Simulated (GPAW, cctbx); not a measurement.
# How far are the atoms of Si2Ge2Bi2Pd3Ru from free atoms?

Question: by how much does bonding change the X-ray structure factors of Si2Ge2Bi2Pd3Ru, how firmly does DFT give the change, and what does a routine refinement make of it?

The cell comes from substitution in a known structure type and wasn't matched to any measured phase. All numbers below are calculated.

## 1. Find the equilibrium geometry

The density hangs on the geometry, so cell and atoms are relaxed first, with the symmetry held. The cutoff is set higher than for the density because stress converges slowly with plane waves.

Settings: GPAW 26.7.0, PBE, 570 eV, 4×4×2 k-points (along the axes of the calculation cell), Fermi–Dirac width 0.1 eV, BFGS to 0.03 eV/Å.

```text
cell
1.0
     4.375000000    0.000000000    0.000000000
     0.000000000    4.375000000    0.000000000
     0.000000000    0.000000000    9.548000000
Bi Pd Ru Ge Si
2 3 1 2 2
Direct
0.000000000 0.500000000 0.254300000
0.500000000 0.000000000 0.745700000
0.500000000 0.500000000 0.500000000
0.000000000 0.000000000 0.000000000
0.000000000 0.000000000 0.500000000
0.500000000 0.500000000 0.000000000
0.500000000 0.000000000 0.126100000
0.000000000 0.500000000 0.873900000
0.000000000 0.500000000 0.631100000
0.500000000 0.000000000 0.368900000
```

```console
$ OMP_NUM_THREADS=1 mpirun -n 4 gpaw python run.py > gpaw.log
```

```text
BFGS:    0      -52.079389        1.114188
BFGS:    1      -52.119295        0.798008
BFGS:    2      -52.162813        0.224595
BFGS:    3      -52.168556        0.273905
...
BFGS:   15      -52.199235        0.060524
BFGS:   16      -52.199696        0.038305
BFGS:   17      -52.199807        0.012661
cell  4.4023 4.4023 9.5951  90.00 90.00 90.00
volume 185.955 A^3, largest force 0.013 eV/A, largest stress 0.06 GPa
```

After 17 steps the volume has changed by +1.8 % and the energy by -0.120 eV; the largest stress left is 0.06 GPa. It took 4.8 min on 4 cores of Intel(R) Xeon(R) Platinum 8559C (Emerald Rapids) (shared host), peak memory 1.7 GiB.

Relaxed structure: P-4m2 (no. 115), a = 4.4023 Å, b = 4.4023 Å, c = 9.5951 Å, α = 90.00°, β = 90.00°, γ = 90.00°.

```csv
atom,mult.,x,y,z
Bi1,2,0,1/2,0.2431
Pd1,1,1/2,1/2,1/2
Pd2,1,0,0,0
Pd3,1,0,0,1/2
Ru1,1,1/2,1/2,0
Ge1,2,1/2,0,0.1285
Si1,2,0,1/2,0.6200
```

## 2. The all-electron density

X-rays see the whole electron density, so the PAW density is rebuilt with its core regions. Subtracting spherical free atoms from the same code cancels the cores and leaves the deformation density Δρ, the part due to bonding.

Settings: PBE, 450 eV, 5×5×3 k-points (along the axes of the calculation cell), Fermi–Dirac width 0.1 eV; primitive cell of 10 atoms.

```console
$ OMP_NUM_THREADS=1 mpirun -n 4 gpaw python run.py > gpaw.log
```

```text
|iter:   1|       0s |  -63.860254 | +0.59 |       |
|iter:   2|       1s |  -57.210542 | -0.76 | -0.92 |
|iter:   3|       2s |  -55.503837 | -0.68 | -1.07 |
...
|iter:  15|      13s |  -52.212017c| -6.93 | -4.93c|
|iter:  16|      14s |  -52.212014c| -7.36 | -5.23c|
|iter:  17|      15s |  -52.212015c| -7.77c| -5.66c|
```

```text
grid (48, 48, 96)  electrons 440.000  moved by bonding 2.496 e
deformation density beyond 0.5 A of the nuclei: max 0.159, min -0.338 e/A^3
atom        x       y       z   Voronoi charge  moment
Bi1    0.0000  0.5000  0.2431      0.215       0.00
Bi2    0.5000  0.0000  0.7569      0.215       0.00
Pd3    0.5000  0.5000  0.5000      0.160       0.00
Pd4    0.0000  0.0000  0.0000      0.207       0.00
Pd5    0.0000  0.0000  0.5000      0.159       0.00
Ru6    0.5000  0.5000  0.0000     -0.162       0.00
Ge7    0.5000  0.0000  0.1285     -0.162       0.00
Ge8    0.0000  0.5000  0.8715     -0.162       0.00
Si9    0.0000  0.5000  0.6200     -0.235       0.00
Si10   0.5000  0.0000  0.3800     -0.235       0.00
mean inner potential of superposed free atoms 22.231 V
total magnetic moment 0.000 muB
```

Deformation density in a plane through the shortest contact of the Ge atom at the origin, in 0.01 e/Å³ (clipped at ±99); x from -1.6 to 4.0 Å, y from 2.4 down to -2.4 Å:

```text
  .   .   .  -7   1   1   0   0   0   1   2  -1  -9   .   .  -7
  .   .   .  -7   1   1   0   0   0   1   2  -1  -9   .   .  -7
-16 -19 -15  -2   3   1   0   0   0   1   2   3  -4 -22 -27 -18
 -4  -4   2   6   3   0  -1   0   0   0   1   5   8   2  -5  -3
  1   3   4   1  -3  -5  -2   2   3  -1  -3   1   5   6   3   1
  1   1  -1  -5   .  -3  -1   9  10   2  -3   .  -2  -1   1   1
  0  -1  -4  -3   .   .  -1  13  15   6   .   .  -4  -5  -1   0
  1   1  -1  -5   .  -3  -1   9  10   2  -3   .  -2  -1   1   1
  1   3   4   1  -3  -5  -2   2   3  -1  -3   1   5   6   3   1
 -4  -4   2   6   3   0  -1   0   0   0   1   5   8   2  -5  -3
-16 -19 -15  -2   3   1   0   0   0   1   2   3  -4 -22 -27 -18
  .   .   .  -7   1   1   0   0   0   1   2  -1  -9   .   .  -7
  .   .   .  -7   1   1   0   0   0   1   2  -1  -9   .   .  -7
```

Atoms in or within 0.15 Å of the plane: Pd (-1.2, 2.2), Pd (-1.2, -2.2), Pd (3.6, 2.2), Pd (3.6, -2.2), Ge (0.0, 0.0), Si (2.4, 0.0) Å. Dots mark points within about 0.45 Å of a nucleus; large values next to them are atomic features.

Si gains most (-0.23 e) and Bi loses most (+0.21 e), in averages over each element's sites, which isn't the order of electronegativity: valence and coordination count too, and Voronoi cells cut space at the midplane whatever the atoms' sizes. Such charges fall far short of formal ones, since overlapping free atoms already put density on their neighbours. Along the shortest contact from the Ge atom at the map's origin, Ge–Si at 2.41 Å, Δρ is +0.16 e/Å³ at the midpoint: a bond charge, the mark of covalency. At the midpoints of other shortest contacts it is +0.08 (Pd–Si, 2.48 Å), +0.06 (Pd–Ge, 2.52 Å), +0.10 (Ru–Ge, 2.52 Å) and +0.04 (Pd–Pd, 3.11 Å) e/Å³. Point values carry grid noise of about 0.01 e/Å³. The run needed 17 iterations, 25 s.

## 3. Structure factors

The Fourier components of Δρ, added to those of the free atoms, give the static X-ray structure factors; the Mott–Bethe relation turns them into the Fourier components V of the potential that fast electrons feel.

```text
static structure factors of the conventional cell: F in electrons, V (Mott-Bethe) in volts
   h  k  l      d  |F| table  |F| free   |F| DFT   change   |V| free  |V| DFT  change %
   0  0  1  9.5951    28.531    28.561    28.679    0.118     1.038    0.771    -25.7
   0  0  2  4.7976    12.706    12.488    12.284   -0.204     1.722    1.838      6.7
   1  0  0  4.4023     2.441     2.349     2.029   -0.321     0.167    0.014    -91.8
   1  0  1  4.0013    95.902    95.738    95.338   -0.400     1.865    2.015      8.0
   1  0  2  3.2436    20.623    20.619    20.583   -0.036     0.306    0.298     -2.6
   0  0  3  3.1984    49.003    48.948    48.665   -0.283     1.238    1.309      5.8
   1  1  0  3.1129    65.623    65.984    66.722    0.739     2.392    2.216     -7.4
   1  1  1  2.9610    30.557    30.514    30.255   -0.258     0.541    0.597     10.3
   1  1  2  2.6114   291.317   291.008   290.146   -0.863     9.659    9.804      1.5
   1  0  3  2.5876   189.424   189.405   189.335   -0.070     6.421    6.432      0.2
   0  0  4  2.3988   212.621   212.361   211.548   -0.813     5.904    6.019      2.0
   1  1  3  2.2308    41.028    40.964    41.018    0.053     1.091    1.084     -0.6
   2  0  0  2.2012   344.029   343.803   342.747   -1.056    11.488   11.614      1.1
   2  0  1  2.1454    24.269    24.199    24.330    0.131     0.547    0.532     -2.7
```

The largest X-ray change is -1.06 e on 200, 0.3 % of |F|. For electrons V goes as (Z − F)/g², so a change of F counts against Z − F, which is small at low angle and wherever the atoms' terms cancel: |V| of 100 moves by -91.8 % (0.17 to 0.01 V) against -13.7 % in |F|. These compare absolute values; so weak a component may also change sign. The last three rows still change by up to 1.06 e; the table stops while the angles are still low. The tabulated Hartree–Fock atoms differ from the free DFT atoms by up to 0.36 e, so the choice of reference atom matters too.

## 4. Which functional?

The same geometry is run with other functionals, to see whether the bonding signal is larger than the spread between approximations. Free atoms are LDA for LDA and PBE otherwise; meta-GGAs and hybrids keep PBE cores. Any other changed setting is in the row's label.

| run | ΔF 112 (e) | ΔF 004 (e) | ΔF 110 (e) | q(Si) (e) | moved (e) | time |
| --- | --- | --- | --- | --- | --- | --- |
| PBE | -0.863 | -0.813 | +0.739 | -0.235 | 2.496 | 25 s |
| LDA | -0.851 | -0.819 | +0.718 | -0.217 | 2.445 | 24 s |
| r2SCAN | -0.757 | -0.747 | +0.691 | -0.222 | 2.492 | 60 s |

At the base's settings ΔF(112) spans -0.863 to -0.757 e, a spread of 12 % of the PBE value; over the three listed reflections the spread is at most 12 %, so sign and size hold across the functionals. Times are from shared hosts.

## 5. Refining ordinary atoms against data with bonding

Routine crystallography fits spherical atoms. To see the bias, intensities are simulated from tabulated atoms plus the DFT change ΔF, so that bonding alone can misfit (12150 reflections of the full sphere, merged to the counts below, to 0.4 Å, 1 % proportional noise plus counting noise, assumed isotropic U as listed, Δρ smeared by the mean U) and refined with cctbx over different ranges.

```csv
range,data,R1,GooF,U Bi1 (true 0.0061),U Pd1 (true 0.0078),U Pd2 (true 0.0078),U Pd3 (true 0.0078),largest shift (Å),"Δρ max, min (e/Å³)"
all data,1734,0.0072,0.96,0.0061,0.0076,0.0078,0.0080,0.0005,"0.63, -0.67"
"low resolution, d > 0.84",219,0.0045,1.05,0.0061,0.0078,0.0093,0.0074,0.0008,"0.22, -0.26"
"high order, d < 0.75",1440,0.0084,0.94,0.0061,0.0076,0.0076,0.0081,0.0013,"0.53, -0.61"
"occupancies free, d > 0.7",359,0.0046,1.01,0.0061,0.0077,0.0077,0.0077,0.0007,"0.28, -0.30"
```

With all data GooF is 0.96, so at this noise the bonding hardly shows; the top residual peak lies 2.21 Å from Pd and 2.22 Å from Bi. No U is off by more than 3 s.u. at low resolution. With Bi1 held at 1 and the scale free, the other occupancies refine to Pd1 1.002(0.075), Pd2 0.996(0.075), Pd3 0.998(0.074) and Ru1 1.002(0.079), within three s.u. of full.

## 6. Answer

Bonding moves 2.50 e in the primitive cell of Si2Ge2Bi2Pd3Ru and changes the structure factors of the conventional cell in the table above by at most 1.06 e (200, 0.3 %), and among reflections above 2 % of the strongest by up to 1.6 % (002). The shortest bond, Ge–Si, has Δρ = +0.16 e/Å³ at its midpoint, a covalent bond charge. At the base's settings ΔF(112) spans -0.863 to -0.757 e, a spread of 12 % of the PBE value; over the three listed reflections the spread is at most 12 %, so sign and size hold across the functionals. With all data GooF is 0.96, so at this noise the bonding hardly shows. Limits: static density, frozen cores, no spin–orbit coupling.

[Outputs are excerpts: Python notices, other lines and further rows are left out; steps that failed or that the build refused (PBEsol, TPSS) are not shown.]

[Logs are printed without paths, hosts, clocks, repeated set-up lines and the standing remarks that a program may print on its own settings, such as how far it seeks lower states.]
